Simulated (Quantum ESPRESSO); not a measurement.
# RbSrCl3 (Pm-3m): the double well of a soft mode

How much energy does RbSrCl3 (Pm-3m) gain along its most unstable zone-centre mode?

Calculated with Quantum ESPRESSO 7.5; DFT LDA, scalar-relativistic, plane waves, PseudoDojo norm-conserving pseudopotentials.

## Step 1: Set-up

The structure is cubic, space group Pm-3m (No. 221). The conventional cell has a = 5.489 Å, b = 5.489 Å, c = 5.489 Å, α = 90.00°, β = 90.00°, γ = 90.00°. Rb has 12 Cl at 3.88 Å nearest. Sr has 6 Cl at 2.74 Å nearest. Cl has 2 Sr at 2.74 Å and 4 Rb at 3.88 Å nearest. Farther neighbours and most contacts between anions are not listed.

Coordinates:

```xyz
5
Lattice="5.4895 0.0000 0.0000 0.0000 5.4895 0.0000 0.0000 0.0000 5.4895" Properties=species:S:1:pos:R:3 pbc="T T T"
Rb    2.7447    2.7447    2.7447
Sr    0.0000    0.0000    0.0000
Cl    2.7447    0.0000    0.0000
Cl    0.0000    2.7447    0.0000
Cl    0.0000    0.0000    2.7447
```

This is the cell after its relaxation at this level of theory, not the database cell from which that began.

## Step 2: The unstable mode

Linear response at Γ, with the sum rule, finds imaginary modes; the lowest is taken, along z where it is degenerate, and its pattern is scaled so that the atom that moves most moves by Q. Cutoff 75 Ry, k mesh 4×4×4.

Output:

```text
[banners, grids, parts of the stress and lines that vanish by symmetry left out]
Program DYNMAT v.7.5
     Reading Dynamical Matrix from file g.dyn
     ...Force constants read
     ...epsilon and Z* read
     A direction for q was not specified:TO-LO splitting will be absent

     Polarizability (A^3 units)
     multiply by 0.647020 for Clausius-Mossotti correction
        21.544516    0.000000    0.000000
         0.000000   21.544516    0.000000
[...]
IR activities are in (D/A)^2/amu units

# mode   [cm-1]    [THz]      IR
    1    -50.81   -1.5234    1.4671
    2    -50.81   -1.5234    1.4671
[...]
14    275.01    8.2445    3.5726
   15    275.01    8.2445    3.5726

Electronic dielectric permittivity tensor (relative, adimensional)
[...]
... with zone-center polar mode contributions
[...]
-0.000000    4.244471    0.000000
        -0.000000    0.000000    4.244471

=------------------------------------------------------------------------------=
   JOB DONE.
=------------------------------------------------------------------------------=
[end of the log left out, with the tail of the file of modes that dynmat.x writes under the same name]
```

The mode has the frequency 50.8i cm⁻¹ and the mass m = Σ Mᵢ uᵢ² = 157.24 u for this scaling.

```csv
atom,x,y,z
Rb1,0.000,0.000,0.995
Sr2,0.000,0.000,-0.090
Cl3,0.000,0.000,-1.000
Cl4,0.000,0.000,-1.000
Cl5,0.000,0.000,-0.175
```

## Step 3: Energies along the mode

Single points at fixed cell, with no other coordinate relaxed.

From the run at Q = 0.067 Å; the symmetric cell has -3020.0786 eV:

Output:

```text
[banners, grids, parts of the stress and lines that vanish by symmetry left out]
[banner, memory and clock lines left out]
Program PWSCF v.7.5

[...]
kinetic-energy cutoff     =      75.0000  Ry
     charge density cutoff     =     300.0000  Ry
     scf convergence threshold =      1.0E-11
[...]
Exchange-correlation= SLA  PW   NOGX NOGC
                           (   1   4   0   0   0   0   0)
[...]
8 Sym. Ops. (no inversion) found
[...]
number of k points=    18
[...]
End of self-consistent calculation
[...]
highest occupied, lowest unoccupied level (ev):     1.3642    5.8122
!    total energy              =    -221.97192819 Ry
[...]
convergence has been achieved in  11 iterations
[...]
atom    1 type  1   force =     0.00000000    0.00000000    0.00205833
     atom    2 type  2   force =     0.00000000    0.00000000   -0.00020750
     atom    3 type  3   force =     0.00000000    0.00000000   -0.00085008
     atom    4 type  3   force =     0.00000000    0.00000000   -0.00085008
     atom    5 type  3   force =     0.00000000    0.00000000   -0.00015067
     Total force =     0.002397     Total SCF correction =     0.000004

     XML data file, charge density, pseudopotentials, collected wavefunctions
```

The point at Q = 0.4 Å is held back.

```csv
Q (Å),energy change (meV/cell)
0,0.00
0.067,-3.31
0.133,-12.54
0.2,-26.40
0.267,-42.29
0.333,-56.58
0.4,?
0.467,-64.68
0.533,-49.22
0.6,-14.20
```

## Step 4: The fit

Least squares on E = a Q² + b Q⁴ + c Q⁶ gives a = -749 meV/Å², b = 2231 meV/Å⁴ and c = -725 meV/Å⁶. The minimum lies at Q = 0.430 Å, 66.7 meV a cell below the symmetric structure.

The curvature at Q = 0 is m ω² = 2a, so ω = 521.47 √(2a/m) cm⁻¹ with a in eV/Å² and m in u: 50.9i cm⁻¹, against 50.8i from linear response. At Q = 0.4 Å the fit predicts -65.63 meV.

## Step 5: The point that was held back

Output:

```text
[banners, grids, parts of the stress and lines that vanish by symmetry left out]
[banner, memory and clock lines left out]
Program PWSCF v.7.5

[...]
kinetic-energy cutoff     =      75.0000  Ry
     charge density cutoff     =     300.0000  Ry
     scf convergence threshold =      1.0E-11
[...]
Exchange-correlation= SLA  PW   NOGX NOGC
                           (   1   4   0   0   0   0   0)
[...]
8 Sym. Ops. (no inversion) found
[...]
number of k points=    18
[...]
c_bands:  1 eigenvalues not converged
     c_bands:  1 eigenvalues not converged
     c_bands:  1 eigenvalues not converged
[...]
End of self-consistent calculation
[...]
highest occupied, lowest unoccupied level (ev):     1.3955    5.8704
!    total energy              =    -221.97651063 Ry
[...]
convergence has been achieved in  11 iterations
[...]
atom    1 type  1   force =     0.00000000    0.00000000    0.00322807
     atom    2 type  2   force =     0.00000000    0.00000000   -0.00289868
     atom    3 type  3   force =     0.00000000    0.00000000    0.00043466
     atom    4 type  3   force =     0.00000000    0.00000000    0.00043466
     atom    5 type  3   force =     0.00000000    0.00000000   -0.00119871
     Total force =     0.004543     Total SCF correction =     0.000006

     XML data file, charge density, pseudopotentials, collected wavefunctions
```

It lies at -65.66 meV, 0.03 meV from the prediction.

## Step 6: Results

```json
{
 "depth of the well": "66.7 meV a cell",
 "amplitude at the minimum": "0.43 Å"
}
```

In words: Along this mode RbSrCl3 (Pm-3m) gains 66.7 meV a cell at Q = 0.43 Å, which is 2.58 times k_BT at 300 K. The curvature of the fit and the linear response differ by 0 % in frequency. Strain and the other modes were held fixed; relaxing them can only deepen the well. A depth for one cell is no transition temperature: that needs the coupling between cells.

[Host names and launcher messages were left out of these logs when they were recorded.]

[Logs are printed without paths, hosts, clocks, repeated set-up lines and the standing remarks that a program may print on its own settings, such as how far it seeks lower states.]

[Hosts, paths, dates, database ids (printed as entryN), source tags and the programs' standing remarks are cut or masked in the printed files.]
